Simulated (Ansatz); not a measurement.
# YCrB4 (Pbam): a many-body input that goes wrong, and its mend

A first try at the G0W0 gap of YCrB4 (Pbam), what the program said, and an input that works.

Calculated with Ansatz 0.2.0; G0W0 on LDA, plane waves, PAW.

### 1. The structure

It takes space group Pbam (No. 55, orthorhombic). The conventional cell has a = 5.972 Å, b = 11.460 Å, c = 3.461 Å, α = 90.00°, β = 90.00°, γ = 90.00°. Nearest to Y lie 14 B at 2.62 to 2.76 Å. Nearest to Cr lie 10 B at 2.25 to 2.33 Å and 1 Cr at 2.30 Å. B has 3 B at 1.80 to 1.86 Å and 2 Cr at 2.31 Å and 4 Y at 2.72 to 2.74 Å nearest. Nearest to B lie 3 B at 1.74 to 1.86 Å and 2 Cr at 2.33 Å and 4 Y at 2.66 to 2.76 Å. Nearest to B lie 3 B at 1.71 to 1.74 Å and 4 Cr at 2.25 Å and 2 Y at 2.62 Å. Nearest to B lie 3 B at 1.74 to 1.82 Å and 2 Cr at 2.31 Å and 4 Y at 2.70 to 2.72 Å. Farther neighbours are not listed.

Structure file:

```xyz
24
Lattice="5.9720 0.0000 0.0000 0.0000 11.4600 0.0000 0.0000 0.0000 3.4610" Properties=species:S:1:pos:R:3 pbc="T T T"
Y     0.7412    1.7232    0.0000
Y     5.2308    9.7368    0.0000
Y     3.7272    4.0068    0.0000
Y     2.2448    7.4532    0.0000
Cr    0.7174    4.8336    0.0000
Cr    5.2546    6.6264    0.0000
Cr    3.7034    0.8964    0.0000
Cr    2.2686   10.5636    0.0000
B     1.6655    3.6290    1.7305
B     4.3065    7.8310    1.7305
B     4.6515    2.1010    1.7305
B     1.3205    9.3590    1.7305
B     2.8403    2.1914    1.7305
B     3.1317    9.2686    1.7305
B     5.8263    3.5386    1.7305
B     0.1457    7.9214    1.7305
B     2.3153    0.5334    1.7305
B     3.6567   10.9266    1.7305
B     5.3013    5.1966    1.7305
B     0.6707    6.2634    1.7305
B     2.1568    5.3571    1.7305
B     3.8152    6.1029    1.7305
B     5.1428    0.3729    1.7305
B     0.8292   11.0871    1.7305
```

Geometry: measured cell, ions relaxed with LDA. The runs that relaxed it are not among those shown. The default PAW set here is soft_2. Its files were made with PBE.

### 2. First try

Input file input.yaml:

```yaml
crystal:
  lattice:
    - [5.972, 0.0, 0.0]
    - [0.0, 11.46, 0.0]
    - [0.0, 0.0, 3.461]
  atoms:
    - { symbol: "Y", position: [0.1241200588, 0.1503666468, 0.0] }
    - { symbol: "Y", position: [0.8758799412, 0.8496333532, 0.0] }
    - { symbol: "Y", position: [0.6241200588, 0.3496333532, 0.0] }
    - { symbol: "Y", position: [0.3758799412, 0.6503666468, 0.0] }
    - { symbol: Cr, position: [0.1201299695, 0.421778839, 0.0] }
    - { symbol: Cr, position: [0.8798700305, 0.578221161, 0.0] }
    - { symbol: Cr, position: [0.6201299695, 0.078221161, 0.0] }
    - { symbol: Cr, position: [0.3798700305, 0.921778839, 0.0] }
    - { symbol: B, position: [0.2788786994, 0.3166664433, 0.5] }
    - { symbol: B, position: [0.7211213006, 0.6833335567, 0.5] }
    - { symbol: B, position: [0.7788786994, 0.1833335567, 0.5] }
    - { symbol: B, position: [0.2211213006, 0.8166664433, 0.5] }
    - { symbol: B, position: [0.4755978637, 0.1912257198, 0.5] }
    - { symbol: B, position: [0.5244021363, 0.8087742802, 0.5] }
    - { symbol: B, position: [0.9755978637, 0.3087742802, 0.5] }
    - { symbol: B, position: [0.0244021363, 0.6912257198, 0.5] }
    - { symbol: B, position: [0.3876900752, 0.0465439877, 0.5] }
    - { symbol: B, position: [0.6123099248, 0.9534560123, 0.5] }
    - { symbol: B, position: [0.8876900752, 0.4534560123, 0.5] }
    - { symbol: B, position: [0.1123099248, 0.5465439877, 0.5] }
    - { symbol: B, position: [0.3611603252, 0.4674623972, 0.5] }
    - { symbol: B, position: [0.6388396748, 0.5325376028, 0.5] }
    - { symbol: B, position: [0.8611603252, 0.0325376028, 0.5] }
    - { symbol: B, position: [0.1388396748, 0.9674623972, 0.5] }
kpoints:
  mp_grid: { grid: [2, 2, 4], shift: [0.5, 0.5, 0.5] }
hamiltonian:
  xc: lda
scf:
  occupations: { method: fixed }
gw:
  n_empty_bands: 249
  ecut_chi: 60
  qp_bands: [v4, c4]
  qp_kpoints: band_edges
  screening: { model: contour_deformation }
```

Launch:

```bash
$ ansatz run input.yaml --threads 2 --pin off --max-ram 92160MiB --backend cpu --events-out ev --progress --plain --runs-dir out
```

Numbers of over 12 decimals in the logs are rounded to 6 here.

What it wrote:

```text
Error: gw: with kpoints.mp_grid.shift ≠ [0,0,0] (counting kpoints.further_shifts) — the screening and self-energy sums and their Coulomb-singularity correction are built for an unshifted (Γ-centred) SCF mesh only — a shifted mesh is not wired; use shift: [0,0,0]
```

The job ended after 0.05 s (2 threads of AMD EPYC 7R13 (Zen 3), shared host; peak memory 0.039 GiB).

Q: What is the fault?

The input was rejected at the start.

The program's message: “Error: gw: with kpoints.mp_grid.shift ≠ [0,0,0] (counting kpoints.further_shifts) — the screening and self-energy sums and their Coulomb-singularity correction are built for an unshifted (Γ-centred) S …”

The fault: shifted k mesh. The sums over q need a Γ-centred mesh.

### 3. A better input

Now the one-shot GW correction: screening in the RPA, then the self-energy of the levels asked for.

Edit input.yaml of step 2 so:

```diff
@@ -31,3 +31,3 @@
 kpoints:
-  mp_grid: { grid: [2, 2, 4], shift: [0.5, 0.5, 0.5] }
+  mp_grid: { grid: [2, 2, 4] }
 hamiltonian:
@@ -37,4 +37,4 @@
 gw:
-  n_empty_bands: 249
-  ecut_chi: 60
+  n_empty_bands: 162
+  ecut_chi: 45
   qp_bands: [v4, c4]
```

Launch:

```bash
$ ansatz run input.yaml --threads 2 --pin off --max-ram 92160MiB --backend cuda --events-out ev --progress --plain --runs-dir out --devices 1 --max-vram 13GiB
```

What it wrote:

```text
GPUs: using 1 of 1 available (devices: 1).
[...]
device memory: the entry about to start is reckoned to put 3.2 GiB on a device that reports 45.1 GiB free (of which the cap on the GPU budget leaves the run 13.0 GiB)
GPU FFT provider: cuFFT
GPU libraries: cuBLAS 13.8.2, cuFFT 12.4.0, cuSOLVER 12.3.4
Crystal: 24 atoms, lattice volume = 236.868 Å³
Basis set: ecut = 420 eV, 4603 PW (Γ)
Bands: 98, of which v1, the nominal top of the filled ones, is band 74 counted from 1 (73 counted from 0)
Symmetry: 8 space group operations
[...]
k-points: 12 of 16
[...]
GPU buffer pool allocated for 76800 grid points (all kernels)
GPU transforms: local potential and band sums: pruned to the plane-wave sphere, on 40×80×24
[...]
SCF iter   1: F=—  HF=-30687.655765 eV  |F-HF|=—  |Δ(HF+E_count)|=         —  Δρ=9.68e-3  dr2=2.00e-1  ethr=1.77e-3  ⟨swp⟩=3.5  Hψ=3703  notcnv=0  defer=224
[...]
0    71     12.4055   -19.9035     1.8269   -19.1969  0.7292    13.5633    13.5259  root
     0    72     12.9703   -19.8539     1.1314   -19.9171  0.6907    14.1245    14.1648  root
     0    73     13.1771   -18.2701     1.1144   -18.2684  0.7219    14.2676    14.2898  root
     0    74     13.1951   -21.5189     1.0674   -21.7269  0.6871    14.4431    14.4705  root
     0    75     14.3467   -15.9405    -3.1368   -20.3637  0.7091    15.6485    15.6332  root
     0    76     14.3716   -18.1789    -3.8899   -23.5714  0.6705    15.8582    15.8742  root
     0    77     14.6564   -18.2191    -3.3317   -22.9615  0.6929    16.0804    16.0672  root
     0    78     14.7348   -12.6033    -4.1662   -18.0445  0.7291    16.0285    16.0099  root
[...]
11    75     13.7400   -21.0115    -3.5440   -26.1439  0.6485    15.3080    15.3283  root
    11    76     13.7400   -21.0115    -3.5440   -26.1439  0.6485    15.3080    15.3283  root
    11    77     14.6287   -17.8450    -5.0714   -24.4767  0.6434    16.1294    16.1888  root
    11    78     14.6287   -17.8450    -5.0714   -24.4767  0.6434    16.1294    16.1888  root
[key lines of the parts left out:]
SCF converged after 8 iterations
Free energy (F): -30687.602030 eV
Fermi energy:    13.374563 eV
```

Elapsed: 28 s, on 1 × NVIDIA H100 80GB HBM3 (shared by 6 runs) with 2 threads; peak memory 1.4 GiB; 36 s of CPU time.

The column dr2 measures how far the density is from self-consistency, as an energy; F and HF (Harris–Foulkes) agree once it is small.

This step gave:

* bands summed: 236
* RPA ε∞ on this mesh (eigenvalues): 41.05, 42.48, 47.42
* plane waves in the screening matrix: 149
* q-points in the mesh: 16
* G0W0 gap on the mesh: 0.3199 eV
* k of the valence top: -0.5, 0, 0
* k of the conduction bottom: 0, 0, 0.25
* starting gap on the mesh: 0.2907 eV
* Z at the valence top: 0.6861
* Z at the conduction bottom: 0.6964
* least direct G0W0 gap on the computed points: 0.4086 eV

The gap on the mesh goes from 0.29 eV to 0.32 eV, a correction of +0.03 eV, though a band edge has moved to another state.

### 4. Outcome

```yaml
first_try: refused after 0.05 s
better_run: G0W0 gap on the mesh 0.32 eV (2×2×4 mesh, 162 empty bands, screening to 45 eV)
```

**Reading.** The second run differs in: empty bands, screening cutoff (eV) and mesh shift. Bands and cutoff are finite, so the gap is not at the basis limit. The miss can reach some tenths of an eV and take either sign; the mesh is an error of its own. The 2×2×4 mesh is coarse for this cell (its supercell is 12 Å along the shortest edge). The RPA ε∞ on it, from the LDA start, is 41.05, 42.48 and 47.42; such meshes misread the long-range screening, most where the gap is narrow. The RPA ε∞ on this mesh reaches over 25; with a narrow direct gap a coarse mesh can overstate it, and the correction is then too small. The runs have no spin polarisation. For a closed low-spin shell that is the natural state; where a d or f shell is open it is a constraint, and the gap is then not the crystal's own. With d states at the gap, one-shot GW leans hard on its start. The many-body steps are scalar-relativistic: spin-orbit coupling is not in them.

[Paths, hosts, dates, memory and timing lines, banners, echoed tables and standing remarks are left out of the program output.]

[Logs are printed without paths, hosts, clocks, repeated set-up lines and the standing remarks that a program may print on its own settings, such as how far it seeks lower states.]

[Runs of the session that timed out or met a known fault of the program may be left out.]

[Cells called generated may have been cut or substituted from an entry of the Crystallography Open Database or the Materials Project.]

[Hosts, paths, dates, database ids (printed as entryN), source tags and the programs' standing remarks are cut or masked in the printed files.]
